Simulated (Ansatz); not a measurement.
# Y on Hf(0001): change of the work function, part 4 of 5

Aim: the work function of Hf(0001) at several coverages of Y (hcp site), and the dipole that each adsorbate carries.

Ansatz 0.2.0; plane-wave DFT, PBE, Ansatz PAW (the session's first sound run).

So far, work function, upper face (eV): step 2 (the clean slab) 4.33; step 3 (37 atoms, coverage 0.111 ML, cell 3x3) 3.20; step 4 (17 atoms, coverage 0.25 ML, cell 2x2) 2.51.

**6. The slab at 0.25 ML, atoms frozen**

This step: plane-wave DFT, PBE, Ansatz PAW (Ansatz 0.2.0).

To see where the charge goes, the covered slab, the bare substrate and the adsorbate layer are each run at the same frozen positions and on the same grid.

Contents of input.yaml:

```yaml
crystal:
  lattice:
    - [6.4, 0.0, 0.0]
    - [3.2, 5.5425625842, 0.0]
    - [0.0, 0.0, 28.9097493242]
  atoms:
    - { symbol: Hf, position: [0.3333333333, 0.3333333333, 0.3113136644] }
    - { symbol: Hf, position: [0.0, 0.0, 0.398868903] }
    - { symbol: Hf, position: [0.3333333333, 0.3333333333, 0.4862340718] }
    - { symbol: Hf, position: [0.0, 0.0, 0.5805648175] }
    - { symbol: Hf, position: [0.3333333333, 0.8333333333, 0.3113136644] }
    - { symbol: Hf, position: [0.0, 0.5, 0.398868903] }
    - { symbol: Hf, position: [0.3277665519, 0.836116724, 0.4909278063] }
    - { symbol: Hf, position: [0.0108225689, 0.4945887155, 0.5717279042] }
    - { symbol: Hf, position: [0.8333333333, 0.3333333333, 0.3113136644] }
    - { symbol: Hf, position: [0.5, 0.0, 0.398868903] }
    - { symbol: Hf, position: [0.836116724, 0.3277665519, 0.4909278063] }
    - { symbol: Hf, position: [0.4945887155, 0.0108225689, 0.5717279042] }
    - { symbol: Hf, position: [0.8333333333, 0.8333333333, 0.3113136644] }
    - { symbol: Hf, position: [0.5, 0.5, 0.398868903] }
    - { symbol: Hf, position: [0.836116724, 0.836116724, 0.4909278063] }
    - { symbol: Hf, position: [0.4945887155, 0.4945887155, 0.5717279042] }
    - { symbol: "Y", position: [0.3333333333, 0.3333333333, 0.6598473542] }
kpoints:
  mp_grid: { grid: [6, 6, 1] }
hamiltonian:
  xc: pbe
scf:
  occupations: { method: fermi_dirac, width: 0.1 }
  convergence: { dr2_threshold: 1.0e-08 }
efield:
  axis: 3
  dipole_correction: true
  ramp_position: 0.97
  ramp_width: 0.06
output:
  write_potential: true
  write_density: true
  volumetric_format: npy
```

Run with:

```console
ansatz run input.yaml --threads 4 --pin off --max-ram 12288MiB --backend cpu --events-out ev --progress --plain --runs-dir out
```

Numbers of over 12 decimals in the logs are rounded to 6 here.

What it wrote:

```text
[...]
Crystal: 17 atoms, lattice volume = 1025.498 Å³
Basis set: ecut = 420 eV, 20065 PW (Γ)
Bands: 257, of which v1, the nominal top of the filled ones, is band 214 counted from 1 (213 counted from 0)
Symmetry: 6 space group operations
[...]
k-points: 7 of 36 (time reversal used)
[...]
SCF iter   1: F=—  HF=-255383.202173 eV  |F-HF|=—  |Δ(HF+E_count)|=         —  Δρ=6.17e-3  dr2=1.00e1  ethr=1.77e-3  p=0.273 e·Å  D=4.81e-2 V/Å  ΔV_dip=-1.39 eV  dr2_dipole=1.95e-2  V_vac-E_F(+/−)=3.06/4.45 eV  ⟨swp⟩=6.0  Hψ=5690  notcnv=0  defer=5
[...]
SCF iter  11: F=-255382.905720 eV  HF=-255382.905720 eV  |F-HF|=9.14e-9  |Δ(HF+E_count)|=   7.86e-9  Δρ=4.76e-7  dr2=8.46e-9  ethr=2.34e-12  p=0.365 e·Å  D=6.44e-2 V/Å  ΔV_dip=-1.86 eV  dr2_dipole=6.10e-10  V_vac-E_F(+/−)=2.51/4.37 eV  ⟨swp⟩=12.9  Hψ=6750  notcnv=0
SCF 1 converged in 11 iterations: F = -255382.905720 eV  dr2 = 8.46e-9
[...]
SCF converged after 11 iterations
Free energy (F): -255382.905720 eV
[...]
Internal energy: -255382.191299 eV  (E = F + TS)
E sigma→0 (E₀):  -255382.548509 eV
Entropy (-TS):   -0.714421 eV (-42.025 meV/atom)
Fermi energy:    5.229634 eV
Dipole field:    D = 0.064412 V/Å  (p = 0.365037 e·Å, saw-weighted, corrected)
Work function:   Φ+ = 2.5087 eV   Φ− = 4.3708 eV
[...]
--- Band table (eV; the first three rows and the last of 7) ---
  k-point 0: bands = [... 210 lower, 5.5088, 5.5676, 5.5676, 5.5776, 5.7822, 5.7822, 5.9065, 6.2406, ... 39 higher]
  k-point 1: bands = [... 210 lower, 5.3511, 5.4643, 5.4819, 5.4931, 5.6955, 5.7014, 5.8158, 5.9760, ... 39 higher]
  k-point 2: bands = [... 210 lower, 5.0082, 5.1748, 5.2082, 5.2381, 5.3919, 5.4657, 5.4815, 5.5875, ... 39 higher]
  k-point 6: bands = [... 210 lower, 4.7046, 4.7910, 4.8286, 4.8368, 5.0621, 5.1072, 5.1738, 5.3836, ... 39 higher]
```

It took 1.8 min on 4 threads of Arm Neoverse V1, shared host; peak memory 5.4 GiB.

The column dr2 measures how far the density is from self-consistency, as an energy; F and HF (Harris–Foulkes) agree once it is small.

This step gave:

| Quantity | Value |
| --- | --- |
| energy at zero smearing | -255382.5485 eV |
| work function, upper face | 2.509 eV |
| dipole along the normal | 0.3650 e·Å |
| step between the vacuum levels | -1.862 eV |

The work function of the upper face is 2.51 eV.

**7. The substrate of the 0.25 ML cell alone**

System of this step: Y/Hf(0001), substrate alone, atoms held. The cell holds 16 atoms: 16 Hf. Its edges and angles: a = 6.400 Å, b = 6.400 Å, c = 28.910 Å, α = 90.0°, β = 90.0°, γ = 60.0°. Vacuum lies along c.

The second part, atoms unmoved.

Changes to input.yaml since step 6:

```diff
@@ -22,3 +22,2 @@
     - { symbol: Hf, position: [0.4945887155, 0.4945887155, 0.5717279042] }
-    - { symbol: "Y", position: [0.3333333333, 0.3333333333, 0.6598473542] }
 kpoints:
```

What it wrote:

```text
[...]
Crystal: 16 atoms, lattice volume = 1025.498 Å³
Basis set: ecut = 420 eV, 20065 PW (Γ)
Bands: 250, of which v1, the nominal top of the filled ones, is band 208 counted from 1 (207 counted from 0)
Symmetry: 6 space group operations
[...]
k-points: 7 of 36 (time reversal used)
[...]
SCF iter   1: F=—  HF=-251534.348672 eV  |F-HF|=—  |Δ(HF+E_count)|=         —  Δρ=5.79e-3  dr2=7.35e0  ethr=1.77e-3  p=-0.000 e·Å  D=-8.14e-5 V/Å  ΔV_dip=0.00 eV  dr2_dipole=2.55e-2  V_vac-E_F(+/−)=4.44/4.44 eV  ⟨swp⟩=6.0  Hψ=5693  notcnv=0  defer=12
[...]
SCF iter  11: F=-251534.148471 eV  HF=-251534.148471 eV  |F-HF|=8.96e-9  |Δ(HF+E_count)|=  3.49e-10  Δρ=4.15e-7  dr2=9.76e-9  ethr=2.40e-12  p=0.017 e·Å  D=3.06e-3 V/Å  ΔV_dip=-0.09 eV  dr2_dipole=1.21e-9  V_vac-E_F(+/−)=4.29/4.38 eV  ⟨swp⟩=12.9  Hψ=6812  notcnv=0
SCF 1 converged in 11 iterations: F = -251534.148471 eV  dr2 = 9.76e-9
[...]
SCF converged after 11 iterations
Free energy (F): -251534.148471 eV
[...]
Internal energy: -251533.351217 eV  (E = F + TS)
E sigma→0 (E₀):  -251533.749844 eV
Entropy (-TS):   -0.797254 eV (-49.828 meV/atom)
Fermi energy:    4.233186 eV
Dipole field:    D = 0.003037 V/Å  (p = 0.017209 e·Å, saw-weighted, corrected)
Work function:   Φ+ = 4.2898 eV   Φ− = 4.3776 eV
[...]
--- Band table (eV; the first three rows and the last of 7) ---
  k-point 0: bands = [... 204 lower, 4.3622, 4.3622, 4.6563, 4.7551, 4.7583, 4.7583, 4.9439, 5.2212, ... 38 higher]
  k-point 1: bands = [... 204 lower, 4.3352, 4.3559, 4.4777, 4.5903, 4.6211, 4.6329, 4.8167, 4.9868, ... 38 higher]
  k-point 2: bands = [... 204 lower, 4.0958, 4.1094, 4.1921, 4.2366, 4.2576, 4.2934, 4.4985, 4.5545, ... 38 higher]
  k-point 6: bands = [... 204 lower, 3.7361, 3.8046, 3.8131, 3.8267, 3.8458, 3.9448, 4.1875, 4.2165, ... 38 higher]
```

Wall time 95 s (4 threads); peak memory 5.1 GiB; 6.3 min of CPU time.

This step gave:

```yaml
energy_at_zero_smearing: -251533.7498 eV
work_function_upper_face: 4.290 eV
work_function_lower_face: 4.378 eV
dipole_along_the_normal: 0.01721 e·Å
step_between_the_vacuum_levels: -0.08778 eV
```

The work function of the upper face is 4.29 eV.

**8. The adsorbate layer of the 0.25 ML cell alone**

System of this step: Y/Hf(0001), adsorbate layer alone, atoms held. The cell holds 1 atom: 1 Y. Cell: a = 6.400 Å, b = 6.400 Å, c = 28.910 Å, α = 90.0°, β = 90.0°, γ = 60.0°. Vacuum lies along c.

The third part; a free layer of atoms may carry a moment, so spin is on.

input.yaml, the sections that differ from step 7:

```yaml
crystal:
  lattice:
    - [6.4, 0.0, 0.0]
    - [3.2, 5.5425625842, 0.0]
    - [0.0, 0.0, 28.9097493242]
  atoms:
    - { symbol: "Y", position: [0.3333333333, 0.3333333333, 0.6598473542], spin: 1.0 }
magnetization:
  spin_polarized: true
# kpoints, hamiltonian, scf, efield, output: as in step 7
```

What it wrote:

```text
[...]
Crystal: 1 atoms, lattice volume = 1025.498 Å³
Basis set: ecut = 420 eV, 20065 PW (Γ)
Bands: 10, of which v1, the nominal top of the filled ones, is band 6 counted from 1 (5 counted from 0)
Symmetry: 12 space group operations
k-points: 7 of 36
[...]
Starting moments: Σ|m| = 1 μB on 1 of 1 site
[...]
SCF iter   1: F=—  HF=-3844.584226 eV  |F-HF|=—  |Δ(HF+E_count)|=         —  Δρ=5.22e-4 (↑5.22e-4 ↓2.13e-4)  dr2=1.28e-2  dr2_m=7.40e-4  M=0.976 μB ∫|m|=0.976 μB  β_m=1.00  ethr=1.11e-4  p=0.000 e·Å  D=1.07e-8 V/Å  ΔV_dip=-0.00 eV  dr2_dipole=3.57e-12  V_vac-E_F(+/−)=2.96/2.96 eV  ⟨swp⟩=1.8  Hψ=2436  notcnv=0
[...]
automatic band count: the SCF goes on with 14 bands, as 10 were too few: the levels above may hold too much charge
[...]
spin=Collinear: Resta preconditioning applied to the charge; magnetization (m = ρ↑ − ρ↓) channel mixes plain (no charge-response kernel on spin).
SCF iter   2: F=—  HF=-3844.585447 eV  |F-HF|=—  |Δ(HF+E_count)|=   1.22e-3  Δρ=3.59e-4 (↑3.59e-4 ↓1.79e-4)  dr2=6.22e-3  dr2_m=1.59e-4  M=0.976 μB ∫|m|=0.976 μB  β_m=1.00  ethr=1.11e-4  p=0.000 e·Å  D=2.99e-7 V/Å  ΔV_dip=-0.00 eV  dr2_dipole=8.72e-14  V_vac-E_F(+/−)=2.98/2.98 eV  ⟨swp⟩=1.7  Hψ=217  notcnv=0  κ⁻¹=1.0e0(r=1)
density mixer auto → broyden: gapped, with many states about μ (density of states about μ 2.70 of a free-electron gas's, 40 screened modes)
SCF iter   3: F=—  HF=-3844.589553 eV  |F-HF|=—  |Δ(HF+E_count)|=   4.11e-3  Δρ=6.67e-4 (↑6.67e-4 ↓1.90e-4)  dr2=4.06e-3  dr2_m=5.92e-4  M=0.978 μB ∫|m|=0.978 μB  β_m=1.00  ethr=5.65e-5  p=0.000 e·Å  D=3.51e-7 V/Å  ΔV_dip=-0.00 eV  dr2_dipole=8.99e-13  V_vac-E_F(+/−)=3.02/3.02 eV  ⟨swp⟩=2.7  Hψ=323  notcnv=0  κ⁻¹=6.9e-2(r=2)
[...]
SCF iter  17: F=-3844.611505 eV  HF=-3844.611505 eV  |F-HF|=9.91e-11  |Δ(HF+E_count)|=   6.85e-9  Δρ=7.38e-8 (↑7.38e-8 ↓6.66e-8)  dr2=3.13e-10  dr2_m=1.38e-11  M=0.976 μB ∫|m|=0.977 μB  ethr=6.22e-11  p=-0.000 e·Å  D=-2.89e-8 V/Å  ΔV_dip=0.00 eV  dr2_dipole=1.90e-16  V_vac-E_F(+/−)=3.07/3.07 eV  ⟨swp⟩=3.5  Hψ=489  notcnv=0
SCF 1 converged in 17 iterations: F = -3844.611505 eV  dr2 = 3.13e-10
[...]
at 2 of the mixer's solves, the last at iteration 5, it left a direction of its history that read negative out of its fit and stepped the other way along it
[...]
this state was not tested for a lower state beside it, because the mixer in use, unlike msr1, does not test its closes by its own steps (another_mixer; see scf.mixing.algorithm and scf.lower_state_search)
SCF converged after 17 iterations
Magnetization: 0.9765 μB (5.9882 up, 5.0118 down)
Absolute magnetization: 0.9769 μB (∫|ρ↑−ρ↓|, with the PAW one-centre terms)
[...]
Per-site moments (μB) at R_I (Å): [(0.939520, 2.640000)]
Free energy (F): -3844.611505 eV
[...]
Internal energy: -3844.453418 eV  (E = F + TS)
E sigma→0 (E₀):  -3844.532461 eV
Entropy (-TS):   -0.158087 eV (-158.087 meV/atom)
Fermi energy:    -2.555836 eV
Dipole field:    D = -0.000000 V/Å  (p = -0.000000 e·Å, saw-weighted, corrected)
Work function:   Φ+ = 3.0691 eV   Φ− = 3.0691 eV
[...]
--- Band table (eV; the first three rows and the last of 14) ---
  k-point 0 ↑: bands = [... 2 lower, -27.7550, -27.6777, -4.2487, -2.6950, -2.3879, -2.3879, -2.0463, -2.0463, ... 4 higher]
  k-point 1 ↑: bands = [... 2 lower, -27.7550, -27.6776, -4.1346, -2.6806, -2.4136, -2.3401, -2.1096, -2.0550, ... 4 higher]
  k-point 2 ↑: bands = [... 2 lower, -27.7550, -27.6776, -3.8485, -2.6468, -2.4313, -2.2321, -2.1918, -2.0723, ... 4 higher]
  k-point 6 ↓: bands = [... 2 lower, -27.3824, -27.1346, -3.1448, -2.0842, -2.0842, -1.9125, -1.9125, -1.4558, ... 4 higher]
```

Elapsed: 11 s, on 4 threads; peak memory 1.2 GiB; 41 s of CPU time.

Numbers from this step:

* energy at zero smearing: -3844.5325 eV
* total moment: 0.9765 μB
* site moments: 0.9395 μB
* dipole along the normal: -1.17e-7 e·Å

Site moment by atom:

| atom | site moment (μB) |
| --- | --- |
| Y1 | 0.940 |

The free layer carries a moment of 1.0 μB a cell.

**9. Density difference at 0.25 ML**

This step: plane-wave DFT, PBE, Ansatz PAW; density difference on adsorption (Ansatz 0.2.0).

The densities of the parts are taken from that of the whole and averaged over planes; the first moment of what is left gives the step in the potential.

Numbers from this step:

```yaml
largest_charge_moved: 0.008684 e/Å²
potential_step_from_the_moved_charge: -1.774 eV
```

Planar mean, whole system less its parts. The electron density difference by z:

z (Å), electron density difference (e/Å³) and a bar from the least value:
```
        5     0.0000 #########
        6     0.0000 #########
        7     0.0000 #########
        8    -0.0001 #########
        9     0.0001 #########
       10     0.0002 #########
       11     0.0001 #########
       12    -0.0004 ########
       13     0.0006 #########
       14     0.0003 #########
       15    -0.0011 #######
       16    -0.0021 ######
       17    -0.0052 #
       18     0.0147 ##############################
       19    -0.0059 
       20    -0.0027 #####
       21    -0.0027 #####
       22    -0.0004 ########
       23     0.0000 #########
       24     0.0000 #########
```

Planar mean, whole system less its parts. Table of electrons moved below z by z:

z (Å), electrons moved below z (e/Å²) and a bar from the least value:
```
        5    0.00000 #############
        6    0.00000 #############
        7    0.00000 #############
        8   -0.00005 #############
        9   -0.00001 #############
       10   -0.00006 #############
       11    0.00016 #############
       12   -0.00009 #############
       13   -0.00003 #############
       14    0.00030 ##############
       15    0.00012 #############
       16   -0.00210 ########
       17   -0.00557 
       18    0.00304 ####################
       19    0.00743 ##############################
       20    0.00516 #########################
       21    0.00129 ################
       22    0.00014 #############
       23    0.00001 #############
       24    0.00000 #############
       25    0.00000 #############
```

(Continued in part 5 of 5.)

[Logs are printed without paths, hosts, clocks, repeated set-up lines and the standing remarks that a program may print on its own settings, such as how far it seeks lower states.]

[Hosts, paths, dates, database ids (printed as entryN), source tags and the programs' standing remarks are cut or masked in the printed files.]

[Maps of the electrostatic potential energy from Ansatz leave out the sawtooth potential of an applied field or a dipole correction, so their vacuum need not be flat; planar profiles and work functions include it.]
